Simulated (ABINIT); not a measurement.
# A GW chain in ABINIT: BaLiF3 (Pm-3m)

How does a plane-wave GW calculation on BaLiF3 (Pm-3m) run from the first input to the gap?

Method: LDA and many-body steps on it, plane waves, in ABINIT 10.8.3.

Report form: the programs' logs are mostly left out.

### 1. The starting structure

It takes space group Pm-3m (No. 221, cubic). Conventional cell: a = 3.989 Å, b = 3.989 Å, c = 3.989 Å, α = 90.00°, β = 90.00°, γ = 90.00°. Ba has 12 F at 2.82 Å nearest. Li has 6 F at 1.99 Å nearest. Nearest to F lie 2 Li at 1.99 Å and 4 Ba at 2.82 Å. Farther neighbours and most contacts between anions are not listed.

The cell and positions are those that the Materials Project relaxed with its own functionals (PBE, PBE+U or r2SCAN), kept fixed. Spin-orbit coupling is left out unless a step names it.

### 2. Ground state

This step: ABINIT 10.8.3; DFT, LDA, plane waves, norm-conserving pseudopotentials.

The ground-state density comes first.

run.abi

```
acell 3*1.0 Angstrom
rprim 
  3.988581640000 0.000000000000 0.000000000000
  0.000000000000 3.988581640000 0.000000000000
  0.000000000000 0.000000000000 3.988581640000
ntypat 3
znucl 56 3 9
natom 5
typat 1 2 3 3 3
xred 
  0.000000000000 0.000000000000 0.000000000000
  0.500000000000 0.500000000000 0.500000000000
  0.000000000000 0.500000000000 0.500000000000
  0.500000000000 0.500000000000 0.000000000000
  0.500000000000 0.000000000000 0.500000000000
pp_dirpath "pseudos"
pseudos "Ba.upf, Li.upf, F.upf"
ecut 36
ngkpt 6 6 6
nshiftk 1
shiftk 0 0 0
kptopt 1
chksymbreak 0
nband 23
occopt 1
tolvrs 1e-10
nstep 60
prtwf 0
optforces 0
optstress 0
indata_prefix "in"
outdata_prefix "out"
tmpdata_prefix "tmp"
```

Started as:

```bash
$ OMP_NUM_THREADS=1 mpirun -n 4 abinit run.abi > log
```

It took 19 s on 4 MPI ranks of Arm Neoverse V2, shared host; peak memory 0.33 GiB; 77 s of CPU time.

This step gave:

| Item | Value |
| --- | --- |
| total energy | -2977.3814 eV |
| gap | 6.550 eV |
| k of the valence top | 0, 0, 0 |
| k of the conduction bottom | 0, 0, 0 |
| least direct gap | 6.550 eV |

The gap is direct, at Γ.

### 3. Bands along the symmetry lines

Levels along a band path, at the cheap level, show where the edges lie and whether the meshes to come will hold them.

run.abi

```
acell 3*1.0 Angstrom
rprim 
  3.988581640000 0.000000000000 0.000000000000
  0.000000000000 3.988581640000 0.000000000000
  0.000000000000 0.000000000000 3.988581640000
ntypat 3
znucl 56 3 9
natom 5
typat 1 2 3 3 3
xred 
  0.000000000000 0.000000000000 0.000000000000
  0.500000000000 0.500000000000 0.500000000000
  0.000000000000 0.500000000000 0.500000000000
  0.500000000000 0.500000000000 0.000000000000
  0.500000000000 0.000000000000 0.500000000000
pp_dirpath "pseudos"
pseudos "Ba.upf, Li.upf, F.upf"
ecut 36
iscf -2
irdden 1
kptopt 0
nkpt 50
kpt 
  0.00000000 0.00000000 0.00000000
  0.00000000 0.06250000 0.00000000
  0.00000000 0.12500000 0.00000000
  0.00000000 0.18750000 0.00000000
  0.00000000 0.25000000 0.00000000
  0.00000000 0.31250000 0.00000000
  0.00000000 0.37500000 0.00000000
  0.00000000 0.43750000 0.00000000
  0.00000000 0.50000000 0.00000000
  0.06250000 0.50000000 0.00000000
  0.12500000 0.50000000 0.00000000
  0.18750000 0.50000000 0.00000000
  0.25000000 0.50000000 0.00000000
  0.31250000 0.50000000 0.00000000
  0.37500000 0.50000000 0.00000000
  0.43750000 0.50000000 0.00000000
  0.50000000 0.50000000 0.00000000
  0.43750000 0.43750000 0.00000000
  0.37500000 0.37500000 0.00000000
  0.31250000 0.31250000 0.00000000
  0.25000000 0.25000000 0.00000000
  0.18750000 0.18750000 0.00000000
  0.12500000 0.12500000 0.00000000
  0.06250000 0.06250000 0.00000000
  0.00000000 0.00000000 0.00000000
  0.06250000 0.06250000 0.06250000
  0.12500000 0.12500000 0.12500000
  0.18750000 0.18750000 0.18750000
  0.25000000 0.25000000 0.25000000
  0.31250000 0.31250000 0.31250000
  0.37500000 0.37500000 0.37500000
  0.43750000 0.43750000 0.43750000
  0.50000000 0.50000000 0.50000000
  0.43750000 0.50000000 0.43750000
  0.37500000 0.50000000 0.37500000
  0.31250000 0.50000000 0.31250000
  0.25000000 0.50000000 0.25000000
  0.18750000 0.50000000 0.18750000
  0.12500000 0.50000000 0.12500000
  0.06250000 0.50000000 0.06250000
  0.00000000 0.50000000 0.00000000
  0.50000000 0.50000000 0.50000000
  0.50000000 0.50000000 0.43750000
  0.50000000 0.50000000 0.37500000
  0.50000000 0.50000000 0.31250000
  0.50000000 0.50000000 0.25000000
  0.50000000 0.50000000 0.18750000
  0.50000000 0.50000000 0.12500000
  0.50000000 0.50000000 0.06250000
  0.50000000 0.50000000 0.00000000
istwfk *1
nband 24
nbdbuf 2
tolwfr 1e-08
nstep 40
prtwf 0
prtvol 0
indata_prefix "in"
outdata_prefix "out"
tmpdata_prefix "tmp"
```

Elapsed: 20 s, on 4 MPI ranks; peak memory 0.34 GiB.

Numbers from this step:

```
gap                        : 6.550 eV
k of the valence top       : 0, 0, 0
k of the conduction bottom : 0, 0, 0
least direct gap           : 6.550 eV
```

The gap is 6.550 eV, as in the run before at this level.

The electronic bands at the labelled points (eV, zero at the top of the highest filled band):

```
    point  band 14  band 15  band 16  band 17  band 18  band 19  band 20  band 21
        Γ    -0.84     0.00     0.00     0.00     6.55     6.55     7.90     9.87
  halfway    -0.91    -0.50    -0.18    -0.18     7.25     7.53     9.25    10.07
        X    -0.78    -0.78    -0.47    -0.47     8.01     8.51    10.31    10.76
  halfway    -0.91    -0.75    -0.39    -0.31     8.55     9.61     9.74    10.56
        M    -0.62    -0.62    -0.21    -0.19     8.82     9.13    10.79    10.79
  halfway    -0.82    -0.71    -0.40    -0.04     7.84     8.61     9.45    10.35
        Γ    -0.84     0.00     0.00     0.00     6.55     6.55     7.90     9.87
  halfway    -1.17    -0.50    -0.15    -0.15     8.73     8.73     9.32    10.12
        R    -0.20    -0.15    -0.15    -0.15     7.97     7.97     7.97    12.03
  halfway    -0.50    -0.44    -0.39    -0.33     9.26     9.33     9.34     9.44
        X    -0.78    -0.78    -0.47    -0.47     8.01     8.51    10.31    10.76
jump to R    -0.20    -0.15    -0.15    -0.15     7.97     7.97     7.97    12.03
  halfway    -0.45    -0.45    -0.21    -0.17     8.40     9.05     9.05    10.13
        M    -0.62    -0.62    -0.21    -0.19     8.82     9.13    10.79    10.79
```

### 4. Empty states on the mesh, 2×2×2 mesh, 47 bands

The sums over transitions need many empty states on a uniform mesh; this step solves for them.

run.abi

```
acell 3*1.0 Angstrom
rprim 
  3.988581640000 0.000000000000 0.000000000000
  0.000000000000 3.988581640000 0.000000000000
  0.000000000000 0.000000000000 3.988581640000
ntypat 3
znucl 56 3 9
natom 5
typat 1 2 3 3 3
xred 
  0.000000000000 0.000000000000 0.000000000000
  0.500000000000 0.500000000000 0.500000000000
  0.000000000000 0.500000000000 0.500000000000
  0.500000000000 0.500000000000 0.000000000000
  0.500000000000 0.000000000000 0.500000000000
pp_dirpath "pseudos"
pseudos "Ba.upf, Li.upf, F.upf"
ecut 36
ngkpt 2 2 2
nshiftk 1
shiftk 0 0 0
kptopt 1
chksymbreak 0
iscf -2
irdden 1
istwfk *1
nband 47
nbdbuf 4
tolwfr 1e-09
nstep 60
prtvol 0
indata_prefix "in"
outdata_prefix "out"
tmpdata_prefix "tmp"
```

Elapsed: 7.5 s, on 4 MPI ranks; peak memory 0.28 GiB; 30 s of CPU time.

Numbers from this step:

```yaml
gap: 6.550 eV
k_of_the_valence_top: 0, 0, 0
k_of_the_conduction_bottom: 0, 0, 0
least_direct_gap: 6.550 eV
k_points_computed: 4
lowest_point_of_the_top_converged_band_above_the_valence_top: 29.09 eV
```

On this mesh the gap is 6.550 eV.

### 5. Screening, 2×2×2 mesh, 43 bands, screening to 87.1 eV

The RPA dielectric matrix is built and inverted for each q.

This step: RPA screening on LDA, plane waves, norm-conserving pseudopotentials.

run.abi, as its differences from that of step 4:

```diff
@@ -23,10 +23,11 @@
 chksymbreak 0
-iscf -2
-irdden 1
 istwfk *1
-nband 47
-nbdbuf 4
-tolwfr 1e-09
-nstep 60
-prtvol 0
+occopt 1
+irdwfk 1
+optdriver 3
+nband 43
+ecuteps 3.2
+inclvkb 2
+awtr 1
+symchi 1
 indata_prefix "in"
```

Elapsed: 4.1 s, on 4 MPI ranks; peak memory 0.5 GiB.

Numbers from this step:

```yaml
eps_infinity_with_local_fields_on_this_mesh_along_the_program_s_q_direction: 2.652
the_same_without_local_fields: 2.839
plasma_frequency: 27.18 eV
plane_waves_in_the_screening_matrix: 123
```

Local fields lower ε∞ by 7 %. On a Γ-centred mesh this coarse the value itself is usually too large, while a short band sum pulls it down.

### 6. Self-energy, 2×2×2 mesh, 43 bands, screening to 87.1 eV

The self-energy is evaluated for the states that the input lists, and the levels follow from it, in one-shot runs by the linearised quasiparticle equation.

This step: G0W0 on LDA, plane waves, norm-conserving pseudopotentials.

run.abi, as its differences from that of step 5:

```diff
@@ -26,8 +26,15 @@
 irdwfk 1
-optdriver 3
+optdriver 4
 nband 43
+gwcalctyp 0
+ecutsigx 36
+symsigma 1
+nkptgw 1
+kptgw 
+  0.0000000000 0.0000000000 0.0000000000
+bdgw 
+  15 19
 ecuteps 3.2
-inclvkb 2
-awtr 1
-symchi 1
+irdscr 1
+ppmodel 1
 indata_prefix "in"
```

It took 2.8 s on 4 MPI ranks; peak memory 0.16 GiB; 11 s of CPU time.

Numbers from this step:

```
G0W0 gap on the points computed              : 10.29 eV
starting gap on the mesh                     : 6.550 eV
k of the valence top                         : 0, 0, 0
k of the conduction bottom                   : 0, 0, 0
Z at the valence top                         : 0.804
Z at the conduction bottom                   : 0.881
least direct G0W0 gap on the computed points : 10.29 eV
```

The gap on the mesh goes from 6.55 eV to 10.29 eV, a correction of +3.74 eV.

Limits: finite bands, cutoff and mesh; no spin-orbit coupling; coarse k mesh. v1 is the top filled band, c1 the lowest empty one. The levels before and after the correction (eV, zero at the valence-band top of each column):

```csv
,conduction bottom,valence top
Kohn-Sham,6.55,0.00
G0W0,10.29,0.00
```

|  | level | energy (eV) |
| --- | --- | --- |
| Kohn-Sham | Γ v3-v1 | 0.000 |
| Kohn-Sham | Γ c1-c2 | 6.550 |
| G0W0 | Γ v3-v1 | 0.000 |
| G0W0 | Γ c1-c2 | 10.292 |

### 7. Where the time went

Times are wall times on 4 MPI ranks of Arm Neoverse V2, shared host, good to a factor of about two.

| step | time | share | memory (GiB) |
| --- | --- | --- | --- |
| ground state | 19 s | 36 % | 0.33 |
| bands along the symmetry lines | 20 s | 37 % | 0.34 |
| empty states on the mesh | 7.5 s | 14 % | 0.28 |
| screening | 4.1 s | 8 % | 0.5 |
| self-energy | 2.8 s | 5 % | 0.16 |

### 8. Summary of results

```yaml
lda_gap: 6.55 eV, direct
g0w0_gap_on_the_mesh: 10.29 eV
gw_settings: 2×2×2 mesh, 43 bands, screening to 87.1 eV, Godby-Needs plasmon pole
known_limits: not at the basis limit; no spin-orbit coupling; coarse k mesh
```

G0W0 moves the gap on the mesh from 6.55 eV to 10.29 eV (+3.74 eV), with Z of 0.80 and 0.88 at the edges. Local fields lower the RPA ε∞ on this mesh from 2.84 to 2.65; a Γ-centred mesh this coarse tends to raise both, most where the direct gap is narrow, while a short band sum lowers them. Only 1 of the mesh's irreducible points was corrected, so a valley elsewhere could overtake. Bands and cutoff are finite, so the gap is not at the basis limit. The miss can reach some tenths of an eV and take either sign; the mesh is an error of its own. In the G0W0 run levels were corrected at 1 k point alone, so a gap called «on the mesh» is the least over those, and an edge elsewhere would be missed. The 2×2×2 mesh is coarse for this cell, which bears on the long-range parts of exchange and screening. This is the ideal cubic cell; many perovskites, halides above all, are cubic only on average, and local tilts or off-centring can widen the gap. The many-body steps are scalar-relativistic: spin-orbit coupling is not in them.

[Paths, hosts, dates, memory and timing lines, banners, echoed tables and standing remarks are left out of the program output.]

[Logs are printed without paths, hosts, clocks, repeated set-up lines and the standing remarks that a program may print on its own settings, such as how far it seeks lower states.]

[Runs of the session that timed out or met a known fault of the program may be left out.]

[Hosts, paths, dates, database ids (printed as entryN), source tags and the programs' standing remarks are cut or masked in the printed files.]

[G0W0 gaps are taken among the corrected bands and points alone; a level outside them can change the order at an edge.]

[Where Ansatz stands beside ABINIT at settings called matched, ABINIT's density can come from a denser mesh and the files from another edition; pairs whose starting gaps differed by over 0.03 eV were left out, so agreement reads better than it is.]
